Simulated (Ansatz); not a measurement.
# Li2HgF4 (built on the sites of a database entry of Cs2HgF4): following an unstable mode, part 3 of 3

Which phase does Li2HgF4 (built on the sites of a database entry of Cs2HgF4) fall into along its unstable mode, and how much energy does it gain?

Ansatz 0.2.0; DFT PBEsol, scalar-relativistic, plane waves, PAW.

So far. Step 5 (Energy along the mode, all amplitudes (two of the runs …): The lowest of the steps tried is the last one, at 0.6 Å, 89.4 meV/atom below the parent; the bottom of the well need not coincide with a step. Step 7 (The new phase in its own primitive cell): The largest force component left is 0.56 meV/Å and the pressure is -0.003 GPa, within the tolerances set. The cell now holds 12.28 Å³/atom. The relaxed cell has a, b, c = 3.354, 9.481, 5.406 Å (conventional setting).

The structure was built from a prototype and need not be the compound's stable phase.

## (8) Modes of the new phase

A relaxed structure may still be a saddle point, so its zone-centre modes are computed. The response to a homogeneous field gives the Born charges and the dielectric tensor.

The input, input.yaml:

```yaml
crystal:
  lattice:
    - [-1.6771423278, 4.7404012709, 2.7029450247]
    - [1.6771423278, -4.7404012709, 2.7029450247]
    - [1.6771423278, 4.7404012709, -2.7029450247]
  atoms:
    - { symbol: Li, position: [0.5161771983, 0.1890728832, 0.3271043151] }
    - { symbol: Li, position: [0.861968568, 0.1890728832, 0.6728956849] }
    - { symbol: Hg, position: [0.1236162566, 0.1236162566, 0.0] }
    - { symbol: F, position: [0.1170754836, 0.8923360992, 0.2247393844] }
    - { symbol: F, position: [0.6675967148, 0.8923360992, 0.7752606156] }
    - { symbol: F, position: [0.4982929917, 0.4982929917, 0.0] }
    - { symbol: F, position: [0.8547606692, 0.3547606692, 0.5] }
kpoints:
  mp_grid: { grid: [8, 8, 8] }
hamiltonian:
  xc: pbesol
scf:
  occupations: { method: fixed }
output:
  eigenvalues: true
phonons:
  method: dfpt
  dielectric: true
  rigid_motions: translations
```

Command:

```bash
ansatz run input.yaml --threads 8 --pin off --max-ram 14336MiB --backend cpu --events-out ev --progress --plain --runs-dir out
```

Numbers of over 12 decimals in the logs are rounded to 6 here.

Output:

```text
[...]
Crystal: 7 atoms, lattice volume = 85.957 Å³
Basis set: ecut = 420 eV, 1691 PW (Γ), exchange–correlation on 80×80×80 points (8 copies of the dense FFT grid, shifted against one another)
Bands: 34, of which v1, the nominal top of the filled ones, is band 27 counted from 1 (26 counted from 0)
Symmetry: 4 space group operations
k-points: 260 of 512 (irreducible under 1 space group operation, time reversal used)
[...]
SCF iter   1: F=—  HF=-17279.768390 eV  |F-HF|=—  |Δ(HF+E_count)|=         —  Δρ=1.48e-2  dr2=1.26e-1  ethr=1.77e-3  ⟨swp⟩=4.9  Hψ=31003  notcnv=0  defer=1299
[...]
SCF iter  11: F=-17279.734154 eV  HF=-17279.734154 eV  |F-HF|=5.46e-11  |Δ(HF+E_count)|=  9.82e-11  Δρ=3.78e-7  dr2=7.14e-11  ethr=1.00e-12  ⟨swp⟩=11.5  Hψ=49373  notcnv=0
SCF 1 converged in 11 iterations: F = -17279.734154 eV  dr2 = 7.14e-11
[...]
NSCF: frozen V_eff on 4 k-points
DFPT response loops at Γ: preconditioner auto → Resta (q_TF=auto, 2.525 Å⁻¹)  ε∞=5.3 (no band partly filled); β = 1.00, the filter's whole step (`scf.mixing.beta` (0.50) is not read by the response loops at its default; to damp them type it under 1.00, their step now; it binds the ground state too); Broyden in place of MSR1
── the response to a field inside a basis, on 8×8×8 k-points: an SCF that follows is theirs, and a resumed run solves both again ──
Bands: 28, of which v1, the nominal top of the filled ones, is band 27 counted from 1 (26 counted from 0)
k-points: 94 of 512 (time reversal used)
[...]
Eigensolver: Dense (94 Hₖ)
SCF iter   1: F=—  HF=-17279.697435 eV  |F-HF|=—  |Δ(HF+E_count)|=         —  Δρ=5.95e-4  dr2=6.57e-5  ethr=1.00e-1
[...]
SCF iter   5: F=-17279.697432 eV  HF=-17279.697432 eV  |F-HF|=6.76e-9  |Δ(HF+E_count)|=   4.53e-9  Δρ=8.10e-6  dr2=3.83e-8  ethr=3.07e-10
SCF 1 converged in 5 iterations: F = -17279.697432 eV  dr2 = 3.83e-8
[...]
SCF converged after 11 iterations
Free energy (F): -17279.734154 eV
[...]
Internal energy: -17279.734154 eV  (E = F + TS)
E sigma→0 (E₀):  -17279.734154 eV
Fermi energy:    2.990831 eV
[...]
--- Band table (eV; the first three rows and the last of 260) ---
  k-point 0: bands = [... 23 lower, 2.2839, 2.4334, 2.6703, 2.9908, 5.1550, 11.9010, 12.9638, 14.0873, ... 3 higher]
  k-point 1: bands = [... 23 lower, 2.3220, 2.3950, 2.6282, 2.8314, 5.5230, 11.8788, 13.1597, 14.1741, ... 3 higher]
  k-point 2: bands = [... 23 lower, 2.1368, 2.2748, 2.5512, 2.7486, 6.3598, 11.9686, 12.8081, 13.9676, ... 3 higher]
  k-point 259: bands = [... 23 lower, 2.1984, 2.2570, 2.4249, 2.9686, 6.2976, 9.3846, 12.1809, 15.2391, ... 3 higher]
[...]
ASR residual: 2.834e-4 → 0.000e0 eV/Å²; symmetrization residual: 1.729e-6 eV/Å²
  ASR residual per site (eV/Å²): 8.99e-6 8.99e-6 2.68e-5 2.40e-4 2.40e-4 2.83e-4 2.35e-4
[...]
ε∞ (high-frequency dielectric tensor):
        2.754038     0.000000     0.000000
        0.000000     2.741192     0.000000
        0.000000     0.000000     2.950650
[...]
Born effective charges Z* (e; rows j = field, columns β = displacement):
    site 0:
         1.04534    0.00000    0.00000
         0.00000    1.07491    0.16678
         0.00000    0.01133    1.13390
    site 1:
         1.04534   -0.00000    0.00000
        -0.00000    1.07491   -0.16678
         0.00000   -0.01133    1.13390
    site 2:
         2.42010    0.00000    0.00000
         0.00000    2.17292    0.00000
         0.00000   -0.00000    2.57718
    site 3:
        -0.97742    0.00000   -0.00000
         0.00000   -1.38885    0.24788
        -0.00000    0.21960   -1.10725
    site 4:
        -0.97742   -0.00000   -0.00000
        -0.00000   -1.38885   -0.24788
        -0.00000   -0.21960   -1.10725
    site 5:
        -0.78159    0.00000   -0.00000
        -0.00000   -0.78109   -0.00000
        -0.00000   -0.00000   -1.48256
    site 6:
        -1.77435    0.00000   -0.00000
        -0.00000   -0.76394   -0.00000
        -0.00000   -0.00000   -1.14791
  Z* charge neutrality: 2.056e-3 e pre-enforcement
  solved inside a basis spanned on kpoints, on 8×8×8 k-points, its susceptibility summed on 8×12×12: ε∞ is read to err by 7.1e-3, Z* by 2.2e-2 e (field_mesh: kpoints solves on kpoints); Z* is corrected for what the basis lacks
  optical modes at Γ without the LO–TO term, one row a degenerate level:
      ω (cm⁻¹)  modes    IR ((D/Å)²/amu)
        -97.35      1             5.9691
        -72.06      1             3.1988
         64.60      1             0.5135
         70.09      1             0.2616
        118.78      1             0.1134
        124.95      1             0.0000
        175.72      1             0.0000
        177.95      1             6.7369
        201.10      1             3.6092
        244.24      1             1.1197
        293.33      1             5.8846
        296.10      1             3.5552
        310.36      1             1.8565
        346.45      1             0.5712
        351.59      1             0.2014
        503.81      1             1.1581
[...]
optical modes at Γ + LO–TO along q̂ = [1.0000, 0.0000, 0.0000]:
      ω (cm⁻¹)  modes    IR ((D/Å)²/amu)
[...]
optical modes at Γ + LO–TO along q̂ = [0.0000, 1.0000, 0.0000]:
      ω (cm⁻¹)  modes    IR ((D/Å)²/amu)
[...]
optical modes at Γ + LO–TO along q̂ = [0.0000, 0.0000, 1.0000]:
      ω (cm⁻¹)  modes    IR ((D/Å)²/amu)
[...]
175.72      1             0.0000
        177.95      1             6.7369
        227.08      1             0.4104
        244.24      1             1.1197
        296.10      1             3.5552
        310.36      1             1.8565
        337.98      1             0.5582
        351.59      1             0.2014
        376.25      1             3.6347
        507.05      1             0.1141
        533.93      1             6.1050
        592.72      1            11.9482
```

Wall time 5.3 min (8 threads of Arm Neoverse V1, shared host); peak memory 3.2 GiB; 40 min of CPU time.

Numbers from this step:

| Property | Result |
| --- | --- |
| sum-rule residual before enforcement | 2.83e-4 eV/Å² |
| miss of the charge sum rule | 0.002056 e |
| estimated error of the dielectric tensor | 0.007085 |
| estimated error of the Born charges | 0.02164 e |
| point group | mm2 |
| highest optical mode at the zone centre (no LO-TO term) | 533.9 cm⁻¹ |
| lowest optical zone-centre mode | -97.35 cm⁻¹ |
| mean high-frequency dielectric constant | 2.815 |
| largest Born charge (third of the trace) | 2.390 e |
| top of the zone-centre spectrum with the field | 599.2 cm⁻¹ |

Without the LO-TO term. Patterns of degenerate modes are one choice out of their space. Modes at Γ, with each element's share of the kinetic energy (negative means imaginary):

| mode | frequency (cm⁻¹) | symmetry | Li % | Hg % | F % |
| --- | --- | --- | --- | --- | --- |
| 1 | -97.3 | B1 | 10 | 9 | 82 |
| 2 | -72.1 | B2 | 6 | 9 | 85 |
| 3 | 0.0 | acoustic | 5 | 69 | 26 |
| 4 | 0.0 | acoustic | 5 | 69 | 26 |
| 5 | 0.0 | acoustic | 5 | 69 | 26 |
| 6 | 64.6 | B2 | 26 | 21 | 53 |
| 7 | 70.1 | B1 | 49 | 21 | 30 |
| 8 | 118.8 | A1 | 13 | 12 | 75 |
| 9 | 125.0 | A2 | 100 | 0 | 0 |
| 10 | 175.7 | A2 | 0 | 0 | 100 |
| 11 | 177.9 | B1 | 36 | 1 | 64 |
| 12 | 201.1 | A1 | 38 | 0 | 62 |
| 13 | 244.2 | B2 | 5 | 1 | 95 |
| 14 | 293.3 | A1 | 43 | 3 | 54 |
| 15 | 296.1 | B2 | 51 | 0 | 49 |
| 16 | 310.4 | B1 | 0 | 1 | 99 |
| 17 | 346.4 | A1 | 7 | 11 | 82 |
| 18 | 351.6 | B2 | 18 | 0 | 82 |
| 19 | 503.8 | A1 | 1 | 4 | 95 |
| 20 | 524.9 | A1 | 93 | 0 | 7 |
| 21 | 533.9 | B2 | 89 | 0 | 11 |

Displacements in mode 1 (-97.3 cm⁻¹), the largest set to 1:
```
Li1 -0.43  0.00  0.00
Li2 -0.43  0.00  0.00
Hg3 -0.10  0.00  0.00
F4   0.06  0.00  0.00
F5   0.06  0.00  0.00
F6   1.00  0.00  0.00
F7   0.30  0.00  0.00
```

Displacements in mode 21 (533.9 cm⁻¹), the largest set to 1:
```
Li1  0.00  0.96  1.00
Li2  0.00  0.96 -1.00
Hg3  0.00 -0.02  0.00
F4   0.00 -0.08 -0.13
F5   0.00 -0.08  0.13
F6   0.00 -0.02  0.00
F7   0.00 -0.35  0.00
```

Optical modes at the zone centre, without and with the macroscopic field of the longitudinal modes; each column is sorted by frequency, so a row need not hold one and the same mode. Modes with and without the field, by row:

| rank among optical modes | no field (cm⁻¹) | q along (1, 0, 0) (cm⁻¹) | q along (0, 1, 0) (cm⁻¹) | q along (0, 0, 1) (cm⁻¹) |
| --- | --- | --- | --- | --- |
| 1 | -97.3 | -72.1 | -97.3 | -97.3 |
| 2 | -72.1 | 52.8 | 45.6 | -72.1 |
| 3 | 64.6 | 64.6 | 70.1 | 64.6 |
| 4 | 70.1 | 90.4 | 118.8 | 70.1 |
| 5 | 118.8 | 118.8 | 121.6 | 120.1 |
| 6 | 125 | 125 | 125 | 125 |
| 7 | 175.7 | 175.7 | 175.7 | 175.7 |
| 8 | 177.9 | 201.1 | 177.9 | 177.9 |
| 9 | 201.1 | 244.2 | 201.1 | 227.1 |
| 10 | 244.2 | 280.2 | 253.6 | 244.2 |
| 11 | 293.3 | 293.3 | 293.3 | 296.1 |
| 12 | 296.1 | 296.1 | 310.4 | 310.4 |
| 13 | 310.4 | 346.4 | 341.1 | 338 |
| 14 | 346.4 | 351.6 | 346.4 | 351.6 |
| 15 | 351.6 | 409.3 | 362.5 | 376.2 |
| 16 | 503.8 | 503.8 | 503.8 | 507.1 |
| 17 | 524.9 | 524.9 | 524.9 | 533.9 |
| 18 | 533.9 | 533.9 | 599.2 | 592.7 |

Born charge (rows field, columns displacement) (e), principal values of the symmetric part by kind of site:

| atom | atoms with these values | low | middle | high | mean |
| --- | --- | --- | --- | --- | --- |
| Li1 | 2 | 1.01 | 1.05 | 1.20 | 1.08 |
| Hg3 | 1 | 2.17 | 2.42 | 2.58 | 2.39 |
| F4 | 2 | -1.52 | -0.98 | -0.98 | -1.16 |
| F6 | 1 | -1.48 | -0.78 | -0.78 | -1.02 |
| F7 | 1 | -1.77 | -1.15 | -0.76 | -1.23 |

In full for F7:

```
-1.77  0.00  0.00
 0.00 -0.76  0.00
 0.00  0.00 -1.15
```

High-frequency dielectric tensor:

```
2.75 0.00 0.00
0.00 2.74 0.00
0.00 0.00 2.95
```

Transverse modes; imaginary modes are left out. Infrared lines, with heights relative to the strongest:

| position (cm⁻¹) | label | relative intensity |
| --- | --- | --- |
| 65 | B2 | 7.6 |
| 70 | B1 | 3.9 |
| 119 | A1 | 1.7 |
| 125 | A2 | 0.0 |
| 176 | A2 | 0.0 |
| 178 | B1 | 100 |
| 201 | A1 | 54 |
| 244 | B2 | 17 |
| 293 | A1 | 87 |
| 296 | B2 | 53 |
| 310 | B1 | 28 |
| 346 | A1 | 8.5 |
| 352 | B2 | 3.0 |
| 504 | A1 | 17 |
| 525 | A1 | 79 |
| 534 | B2 | 91 |

Before it was imposed, the acoustic sum rule was missed by 2.8e-4 eV/Å² and the charge sum rule by 0.0021 e. Small misses are needed for a sound result but don't prove that mesh and cutoff are converged. The lowest optical mode is imaginary, 97.3i cm⁻¹, so the energy falls along it.

## (9) Results

```yaml
unstable_mode_of_the_parent: q = (0, 0, 0), 246i cm⁻¹
depth_at_the_lowest_point_sampled: 89.4 meV/atom
largest_atomic_shift_at_that_point: 0.6 Å
space_group_reached_within_0p01_a: Imm2
energy_gained_over_the_parent_first_relaxation_on_the_mesh_of_the_frozen_mode: 209 meV/atom
volume_per_atom_phase_reached: 12.3 Å³
gap_on_the_k_mesh_phase_reached: 2.16 eV
lowest_optical_zone_centre_mode_phase_reached: -97.3 cm⁻¹
highest_optical_mode_at_the_zone_centre_no_lo_to_term_phase_reached: 534 cm⁻¹
```

Along this mode the structure falls into Imm2, 209 meV/atom below the parent. At the parent's cell the well is 89.39 meV/atom deep on the steps tried, with its lowest point at a shift of 0.6 Å. That is the last step tried, so the steps alone don't bracket the bottom of the well. Relaxing atoms and cell changes the gain by +120.07 meV/atom against the lowest step (energies at zero smearing). The new phase still has an imaginary mode at the zone centre of its cell, so it is a saddle point on the way to a lower structure. Of the 5 patterns followed to their end from this parent, this one ends 42.5 meV/atom above the lowest, Fmm2. Each path keeps the symmetry of its pattern, so a lower phase may lie along a pattern not tried. Spin-orbit coupling is left out, which can matter for the heavy elements here. The starting cell was built on a prototype and not taken from a measurement, so the phase need not exist.

[Logs are printed without paths, hosts, clocks, repeated set-up lines and the standing remarks that a program may print on its own settings, such as how far it seeks lower states.]

[Hosts, paths, dates, database ids (printed as entryN), source tags and the programs' standing remarks are cut or masked in the printed files.]
